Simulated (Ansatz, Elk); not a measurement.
## Li2H2Os: X-ray structure factors from the self-consistent density

The structure of Li2H2Os used here is made up (a known structure type with other elements) and was relaxed beforehand with PBEsol. The aim is the Fourier transform of its all-electron density, F(hkl), set beside the sum over free spherical atoms that refinements use.

Calculated with Elk 11.2.3 (patched build); DFT, PBE, all-electron APW+lo, Dirac cores, scalar-relativistic bands, static density, no spin.

The structure was built from a prototype and need not be the compound's stable phase.

### Step 1. The structure

It takes space group Immm (No. 71, orthorhombic). Conventional cell: a = 2.612 Å, b = 3.079 Å, c = 10.787 Å, α = 90.00°, β = 90.00°, γ = 90.00°. Nearest to Os lie 2 H at 1.75 Å. Li has 5 H at 1.98 to 2.02 Å nearest. H has 1 Os at 1.75 Å and 5 Li at 1.98 to 2.02 Å nearest. Farther neighbours are not listed.

As a file:

```cif
data_structure
_symmetry_space_group_name_H-M 'P 1'
_symmetry_Int_Tables_number 1
_cell_length_a 5.7589
_cell_length_b 5.7589
_cell_length_c 5.7589
_cell_angle_alpha 153.780
_cell_angle_beta 148.993
_cell_angle_gamma 41.044
_cell_volume 43.38
loop_
_atom_site_label
_atom_site_type_symbol
_atom_site_fract_x
_atom_site_fract_y
_atom_site_fract_z
_atom_site_occupancy
Os1 Os 0.00000 0.00000 0.00000 1
Li2 Li 0.34520 0.34520 0.00000 1
Li3 Li 0.65480 0.65480 0.00000 1
H4 H 0.16184 0.16184 0.00000 1
H5 H 0.83816 0.83816 0.00000 1
```

### Step 2. Ground state and structure factors

An all-electron density is needed, since X-rays see the cores too. Task 0 finds the density and task 195 Fourier-transforms it; tshift is off so that phases refer to the origin typed.

File elk.in:

```
tasks
  0
  195

xctype
  20

spinpol
  .false.

rgkmax
  7.0

gmaxvr
  14.0

lmaxo
  7

lmaxapw
  8

swidth
  0.002

tshift
  .false.

ramdisk
  .false.

hmaxvr
  5.5

maxscl
  120

epspot
  1e-06

sppath
  './'

avec
  -2.46845058813 2.90893820299 10.19210334636
  2.46845058813 -2.90893820299 10.19210334636
  2.46845058813 2.90893820299 -10.19210334636

atoms
  3
  'Os.in'
  1
  -0.0000000000 -0.0000000000 -0.0000000000   0.000000 0.000000 0.000000
  'Li.in'
  2
  0.3451972565 0.3451972565 -0.0000000000   0.000000 0.000000 0.000000
  0.6548027435 0.6548027435 0.0000000000   0.000000 0.000000 0.000000
  'H.in'
  2
  0.1618388093 0.1618388093 0.0000000000   0.000000 0.000000 0.000000
  0.8381611907 0.8381611907 0.0000000000   0.000000 0.000000 0.000000

ngridk
  11 11 11
```

Launch:

```
> OMP_NUM_THREADS=4 elk
```

Numbers of over 12 decimals in the logs are rounded to 6 here.

What it wrote:

```text
┌─────────────────────────┐
│ Elk code version 11.2.3 │
└─────────────────────────┘

All units are atomic (Hartree, Bohr, etc.)

┌─────────────────────────────────────────────────┐
│ Ground-state run starting from atomic densities │
└─────────────────────────────────────────────────┘

Lattice vectors :
  -2.468450588       2.908938203       10.19210335
   2.468450588      -2.908938203       10.19210335
   2.468450588       2.908938203      -10.19210335

Reciprocal lattice vectors :
 -0.2677680861E-16   1.079979166      0.3082379119
   1.272698213     -0.9073767952E-17  0.3082379119
   1.272698213       1.079979166     -0.7803354184E-17

Unit cell volume      :    292.7404550
Brillouin zone volume :   0.8473383477

Muffin-tin inner radius fraction :   0.1000000000E-01

Nuclei treated as point charges

Species : 1 (Os)
 parameters loaded from : Os.in
 name : osmium
 nuclear charge    :   -76.00000000
 electronic charge :    76.00000000
 atomic mass :    346768.0767
 muffin-tin radius :    2.065504065
 number of radial points in muffin-tin :   1393
 inner part over the whole radius :   0.9922304283E-02
 number on inner part of muffin-tin    :    992
 approximate nuclear radius :   0.1019601503E-03
 number of mesh points to nuclear radius :    531
 atomic positions (lattice), magnetic fields (Cartesian) :
  1 :   0.00000000  0.00000000  0.00000000    0.00000000  0.00000000  0.00000000

Species : 2 (Li)
 parameters loaded from : Li.in
 name : lithium
 nuclear charge    :   -3.000000000
 electronic charge :    3.000000000
 atomic mass :    12652.66898
 muffin-tin radius :    1.800000000
 number of radial points in muffin-tin :    593
 inner part over the whole radius :   0.9806707936E-02
 number on inner part of muffin-tin    :    401
 approximate nuclear radius :   0.4000070961E-04
 number of mesh points to nuclear radius :    148
 atomic positions (lattice), magnetic fields (Cartesian) :
  1 :   0.34519726  0.34519726  0.00000000    0.00000000  0.00000000  0.00000000
  2 :  -0.34519726 -0.34519726  0.00000000    0.00000000  0.00000000  0.00000000

Species : 3 (H)
 parameters loaded from : H.in
 name : hydrogen
 nuclear charge    :   -1.000000000
 electronic charge :    1.000000000
 atomic mass :    1837.362221
 muffin-tin radius :    1.183451675
 number of radial points in muffin-tin :    393
 inner part over the whole radius :   0.9940942693E-02
 number on inner part of muffin-tin    :    257
 approximate nuclear radius :   0.2766748019E-04
 number of mesh points to nuclear radius :     78
 atomic positions (lattice), magnetic fields (Cartesian) :
  1 :   0.16183881  0.16183881  0.00000000    0.00000000  0.00000000  0.00000000
  2 :  -0.16183881 -0.16183881  0.00000000    0.00000000  0.00000000  0.00000000

Total number of atoms per unit cell :    5
Total muffin-tin volume :    99.65575759
 ratio of muffin-tin to unit cell volume :   0.3404235933

Spin treatment :
 spin-unpolarised

Number of Bravais lattice symmetries :    8
Number of crystal symmetries         :    8
Crystal has inversion symmetry
Real symmetric eigensolver will be used

k-point grid :     11    11    11
k-point offset :    0.000000000       0.000000000       0.000000000
k-point set is reduced with full crystal symmetry group
Total number of k-points :      216

Muffin-tin radius times maximum |G+k| :    7.000000000
 using average radius
Maximum |G+k| for APW functions       :    4.357348699
Maximum (1/2)|G+k|²                   :    9.493243844
Maximum |G| for potential and density :    14.00000000
Constant for pseudocharge density :    7
 order of it for each species :   14  14  14
 order of it for pair densities of each species (exact exchange by exxq0 0: 15) :   14  12   4
Radial integration step length :    1

G-vector grid sizes :     49    49    49
Number of G-vectors :    13519

Maximum angular momentum used for
 APW functions            :    8
 outer part of muffin-tin :    7
 inner part of muffin-tin :    2

Total nuclear charge    :   -84.00000000
[...]
total energy                :     -17299.227478183

Density of states at Fermi energy :    62.13904708
 (states/Hartree/unit cell)

Estimated indirect band gap :   0.2803687252E-03
 from k-point 48 to k-point 173
Estimated direct band gap   :   0.5871184307E-02
 at k-point 78

Charges :
 core                        :    46.00000000
 valence                     :    38.00000000
 interstitial                :    5.843101304
 muffin-tins (core leakage)
  species : 1 (Os)
   atom 1                    :    72.27326365     (  0.1285972424E-04)
  species : 2 (Li)
   atom 1                    :    2.229929843     (   0.000000000    )
   atom 2                    :    2.229929843     (   0.000000000    )
  species : 3 (H)
[...]
total in muffin-tins        :    78.15689870
 total calculated charge     :    83.99947932
 total charge                :    84.00000000
 error                       :   0.5206813303E-03

RMS change in Kohn-Sham potential (target) :    45.02436859     (  0.1000000000E-05)
Absolute change in total energy (target)   :   0.5393504816     (  0.1000000000E-03)

[... loops 3 to 19 left out ...]

┌──────────────────┐
│ Loop number : 20 │
└──────────────────┘

Energies :
 Fermi                       :     0.287600
 sum of occupied eigenvalues :     -10610.881188829
 electron kinetic            :      19634.894794524
 core electron kinetic       :      18869.266266176
 Coulomb                     :     -36587.369779157
 Coulomb potential           :     -29793.509811029
 nuclear-nuclear             :     -1095.1654109496
 electron-nuclear            :     -41205.287588202
 Hartree                     :      5713.0832199945
 Madelung                    :     -21690.614873643
 xc potential                :     -452.26617232367
 exchange                    :     -340.84111412765
 correlation                 :     -4.871325
 electron entropic           :    -0.79667841534578E-03
 total energy                :     -17298.188220361

Density of states at Fermi energy :    62.53762082
 (states/Hartree/unit cell)

Estimated indirect band gap :   0.5649064444E-04
 from k-point 145 to k-point 33
Estimated direct band gap   :   0.8022927794E-02
 at k-point 7

Charges :
 core                        :    46.00000000
 valence                     :    38.00000000
 interstitial                :    5.641045991
 muffin-tins (core leakage)
  species : 1 (Os)
   atom 1                    :    72.58348866     (  0.1231389082E-04)
  species : 2 (Li)
[...]
species : 3 (H)
[...]
total in muffin-tins        :    78.35895401
 total calculated charge     :    83.99952841
 total charge                :    84.00000000
 error                       :   0.4715896184E-03

RMS change in Kohn-Sham potential (target) :   0.9977494673E-06 (  0.1000000000E-05)
Absolute change in total energy (target)   :   0.1027652615E-05 (  0.1000000000E-03)

Convergence targets achieved

┌──────────────────┐
│ Loop number : 21 │
└──────────────────┘

Energies :
 Fermi                       :     0.287600
 sum of occupied eigenvalues :     -10610.881189089
 electron kinetic            :      19634.894794413
 core electron kinetic       :      18869.266266097
 Coulomb                     :     -36587.369779286
 Coulomb potential           :     -29793.509810960
 nuclear-nuclear             :     -1095.1654109496
 electron-nuclear            :     -41205.287588529
 Hartree                     :      5713.0832201926
 Madelung                    :     -21690.614873806
 xc potential                :     -452.26617254261
 exchange                    :     -340.84111413202
 correlation                 :     -4.871325
 electron entropic           :    -0.79667842205548E-03
 total energy                :     -17298.188220605

Density of states at Fermi energy :    62.53762147
 (states/Hartree/unit cell)

Estimated indirect band gap :   0.5649052682E-04
 from k-point 145 to k-point 33
Estimated direct band gap   :   0.8022927632E-02
 at k-point 7

Charges :
 core                        :    46.00000000
 valence                     :    38.00000000
 interstitial                :    5.641045991
 muffin-tins (core leakage)
  species : 1 (Os)
   atom 1                    :    72.58348866     (  0.1231389031E-04)
  species : 2 (Li)
[...]
atom 2                    :    2.229872370     (   0.000000000    )
  species : 3 (H)
   atom 1                    :   0.6578603028     (   0.000000000    )
   atom 2                    :   0.6578603028     (   0.000000000    )
 total in muffin-tins        :    78.35895401
 total calculated charge     :    83.99952841
 total charge                :    84.00000000
 error                       :   0.4715896182E-03

┌──────────────────────────────┐
│ Self-consistent loop stopped │
└──────────────────────────────┘

Wrote STATE.OUT
```

Run time: 2.4 min. Hardware: 4 threads of Arm Neoverse V2, shared host; peak memory 0.2 GiB; 9.2 min of CPU time.

SFACRHO.OUT:

```text

h k l indices transformed by vhmat matrix:
   1.000000000       0.000000000       0.000000000    
   0.000000000       1.000000000       0.000000000    
   0.000000000       0.000000000       1.000000000    

      h      k      l  multipl.   |H|            Re(F)            Im(F)           |F|

      0      0      0      1   0.0000000       84.000000      0.18061112E-15   84.000000    
      1      1     -1      2  0.61647582       70.091215     -0.20630339E-15   70.091215    
     -1      0      0      4   1.1231053       65.163783      0.51575849E-15   65.163783    
      2      2     -2      2   1.2329516       61.721317      0.45228052E-15   61.721317    
      0     -1      0      4   1.3094928       63.055787      0.50782374E-15   63.055787    
     -2     -1      1      4   1.4217772       65.263313     -0.28763454E-15   65.263313    
     -2     -1      2      4   1.5731676       63.537670     -0.27573242E-15   63.537670    
      1     -1      0      4   1.6691662       64.388616     -0.16264031E-16   64.388616    
      0     -2      1      8   1.7793702       57.570343      0.35706357E-15   57.570343    
      3      3     -3      2   1.8494275       61.906037     -0.50385637E-15   61.906037    
     -2     -3      3      4   1.8819193       57.903015     -0.11902119E-15   57.903015    
      2      3     -2      4   1.9987561       56.595858      0.10315170E-15   56.595858    
      1      3     -2      8   2.0751592       53.585856      0.29358560E-15   53.585856    
     -1      1     -1      2   2.1599583       58.590921      0.50931612E-17   58.590921    
      0      2     -2      4   2.2462107       53.139670     -0.13489068E-15   53.139670    
      3      4     -4      4   2.4128562       50.856924     -0.37293306E-15   50.856924    
     -4     -4      4      2   2.4659033       52.326980      0.26184662E-15   52.326980    
     -1     -3      3      4   2.4870846       50.032655     -0.34912882E-15   50.032655
```

Elk indexes on the primitive cell of elk.in and gives |H| = 4π sin θ/λ in inverse bohr. Below, one row stands for each form hkl of the conventional cell (m members, Friedel mates merged), F is for one primitive cell and the density is static (no thermal factor). Free-atom factors are Waasmaier and Kirfel's, and R is Σm||F|−|F'||/Σm|F|.

```
hkl  m  sin θ/λ (Å⁻¹)  abs F, DFT  neutral atoms   diff.
002  2          0.093      70.091         69.963  +0.128
011  4          0.169      65.164         65.164  -0.000
004  2          0.185      61.721         62.103  -0.382
101  4          0.197      63.056         63.009  +0.047
013  4          0.214      65.263         65.647  -0.384
103  4          0.237      63.538         63.990  -0.452
110  4          0.251      64.389         64.422  -0.033
112  8          0.268      57.570         57.862  -0.292
006  2          0.278      61.906         61.953  -0.047
015  4          0.283      57.903         57.961  -0.058
105  4          0.301      56.596         56.741  -0.145
114  8          0.312      53.586         53.782  -0.196
020  2          0.325      58.591         58.711  -0.120
022  4          0.338      53.140         53.306  -0.166
017  4          0.363      50.857         50.768  +0.089
008  2          0.371      52.327         52.503  -0.176
024  4          0.374      50.033         50.056  -0.023
116  8          0.375      54.898         54.860  +0.038
107  4          0.377      49.971         49.932  +0.039
121  8          0.380      50.428         50.500  -0.072
200  2          0.383      54.704         54.564  +0.140
202  4          0.394      49.959         49.907  +0.053
```

### Step 3. The highest occupied states alone

An energy window below the Fermi level keeps the highest occupied states, to see at which angles they scatter; shallow core shells can lie inside it and anion s states outside. No new self-consistency is needed.

elk.in: that of step 2 with these lines changed.

```diff
@@ -1,3 +1,2 @@
 tasks
-  0
   195
@@ -40,2 +39,5 @@
 
+wsfac
+  -0.153390 0.587600
+
 sppath
```

Launch:

```
> OMP_NUM_THREADS=4 elk
```

What it wrote:

```text
┌─────────────────────────────────┐
│ Elk code version 11.2.3 started │
└─────────────────────────────────┘

Info(readinput): the functional depends on the density's gradient
 muffin-tin radial points multiplied by    2.00000
 (not where nrmtscf is given)

┌────────────────────┐
│ Current task : 195 │
└────────────────────┘
Info(checkmt): changed muffin-tin radius of species 1 (Os) from   2.8000 to   2.0655
Info(checkmt): changed muffin-tin radius of species 3 (H) from   1.4000 to   1.1835

Info(sfacrho): density structure factors written to SFACRHO.OUT

 Energy window :  -0.1533900000      0.5876000000

┌──────────────────┐
│ Elk code stopped │
└──────────────────┘
```

It took 5 s on 4 threads; peak memory 0.17 GiB.

States within 12 eV below the Fermi level hold 12.00 electrons; any levels below the window count with the cores. Their amplitudes can exceed the total, where window and core parts have opposite phase:

| hkl | sin θ/λ (Å⁻¹) | abs F, window | abs F, all |
| --- | --- | --- | --- |
| 002 | 0.093 | 4.903 | 70.091 |
| 011 | 0.169 | 3.515 | 65.164 |
| 004 | 0.185 | 1.446 | 61.721 |
| 101 | 0.197 | 2.729 | 63.056 |
| 013 | 0.214 | 0.486 | 65.263 |
| 103 | 0.237 | 0.123 | 63.538 |
| 110 | 0.251 | 1.767 | 64.389 |
| 112 | 0.268 | 0.329 | 57.570 |
| 006 | 0.278 | 1.300 | 61.906 |
| 015 | 0.283 | 0.871 | 57.903 |

### Step 4. Another functional

The difference from free atoms is small, so it is set against the change that LDA (Perdew-Wang) makes.

elk.in: that of step 3 with these lines changed.

```diff
@@ -1,2 +1,3 @@
 tasks
+  0
   195
@@ -4,3 +5,3 @@
 xctype
-  20
+  3
 
@@ -39,5 +40,2 @@
 
-wsfac
-  -0.153390 0.587600
-
 sppath
```

Launch:

```
> OMP_NUM_THREADS=4 elk
```

What it wrote:

```text
┌─────────────────────────┐
│ Elk code version 11.2.3 │
└─────────────────────────┘

All units are atomic (Hartree, Bohr, etc.)

┌─────────────────────────────────────────────────┐
│ Ground-state run starting from atomic densities │
└─────────────────────────────────────────────────┘

Lattice vectors :
  -2.468450588       2.908938203       10.19210335
   2.468450588      -2.908938203       10.19210335
   2.468450588       2.908938203      -10.19210335

Reciprocal lattice vectors :
 -0.2677680861E-16   1.079979166      0.3082379119
[...]
muffin-tins (core leakage)
  species : 1 (Os)
   atom 1                    :    72.59502004     (  0.8093709098E-05)
  species : 2 (Li)
[...]
species : 3 (H)
   atom 1                    :   0.6373583591     (   0.000000000    )
   atom 2                    :   0.6373583591     (   0.000000000    )
 total in muffin-tins        :    78.34201703
 total calculated charge     :    83.99954469
 total charge                :    84.00000000
 error                       :   0.4553060541E-03

┌──────────────────────────────┐
│ Self-consistent loop stopped │
└──────────────────────────────┘

Wrote STATE.OUT
[key lines of the parts left out:]
total energy                :     -17288.126542930
```

Run time: 86 s. Hardware: 4 threads; peak memory 0.17 GiB.

Against the first run R = 0.05 %; the largest change is -0.065 at 006.

### Step 5. Basis size

The basis and the expansions that go with it are enlarged, to see whether the differences are converged.

elk.in: that of step 4 with these lines changed.

```diff
@@ -5,3 +5,3 @@
 xctype
-  3
+  20
 
@@ -11,12 +11,12 @@
 rgkmax
-  7.0
+  8.5
 
 gmaxvr
-  14.0
+  18.0
 
 lmaxo
-  7
+  9
 
 lmaxapw
-  8
+  10
```

Launch:

```
> OMP_NUM_THREADS=4 elk
```

What it wrote:

```text
┌─────────────────────────┐
│ Elk code version 11.2.3 │
└─────────────────────────┘

All units are atomic (Hartree, Bohr, etc.)

┌─────────────────────────────────────────────────┐
│ Ground-state run starting from atomic densities │
└─────────────────────────────────────────────────┘

Lattice vectors :
  -2.468450588       2.908938203       10.19210335
   2.468450588      -2.908938203       10.19210335
   2.468450588       2.908938203      -10.19210335

Reciprocal lattice vectors :
 -0.2677680861E-16   1.079979166      0.3082379119
[...]
muffin-tins (core leakage)
  species : 1 (Os)
   atom 1                    :    72.58583389     (  0.1231455487E-04)
  species : 2 (Li)
[...]
species : 3 (H)
   atom 1                    :   0.6580181654     (   0.000000000    )
   atom 2                    :   0.6580181654     (   0.000000000    )
 total in muffin-tins        :    78.36178730
 total calculated charge     :    84.00011436
 total charge                :    84.00000000
 error                       :   0.1143631960E-03

┌──────────────────────────────┐
│ Self-consistent loop stopped │
└──────────────────────────────┘

Wrote STATE.OUT
[key lines of the parts left out:]
total energy                :     -17298.190356536
```

The job ended after 7.8 min (4 threads; peak memory 0.38 GiB).

Against the first run R = 0.00 %; the largest change is -0.005 at 0 0 14.

### Step 6. Settings against the effect

```csv
run,R against the first run (%),"R against neutral atoms, low angle (%)",wall time
"PBE, rgkmax 7",0.00,0.31,2.4 min
LDA (Perdew-Wang),0.05,0.31,86 s
rgkmax 8.5 with larger expansions,0.00,0.31,7.8 min
```

### Step 7. Outcome

| Quantity | Value |
| --- | --- |
| R against neutral atoms, sin θ/λ < 0.3 Å⁻¹ | 0.31 % |
| R against neutral atoms, 0.3 to 0.82 Å⁻¹ | 0.21 % |

**Reading.** Independent neutral atoms miss the calculated amplitudes by R = 0.31 % below 0.3 Å⁻¹ and 0.21 % from there to 0.82 Å⁻¹; by shells, 0.18 % below 0.15 Å⁻¹ (1 form), 0.32 % 0.15 to 0.3 (9 forms), 0.17 % 0.3 to 0.45 (20 forms), 0.22 % above 0.45 (112 forms). Bonding, aspherical density and the tables' own atoms all enter these figures, and the runs don't part them. The largest change of an amplitude is -0.45 electrons, at 103. The window's part falls from 12.0 electrons at the origin to at most 0.52 between 0.45 and 0.82 Å⁻¹. Below 0.3 Å⁻¹ the changes that finished (LDA (Perdew-Wang) and rgkmax 8.5 with larger expansions) move F by R = 0.04 % at most, against the 0.31 % that separates it from free atoms. The k-mesh has no finished test. These runs have no spin, though d or f shells may be open. Spin-orbit coupling is left out, which can matter for elements this heavy. Part of the difference isn't bonding: the tables are fits to free atoms and ions calculated by other methods than this functional. Thermal motion, anomalous dispersion and extinction are left out.

[Logs are printed without paths, hosts, clocks, repeated set-up lines and the standing remarks that a program may print on its own settings, such as how far it seeks lower states.]

[Hosts, paths, dates, database ids (printed as entryN), source tags and the programs' standing remarks are cut or masked in the printed files.]
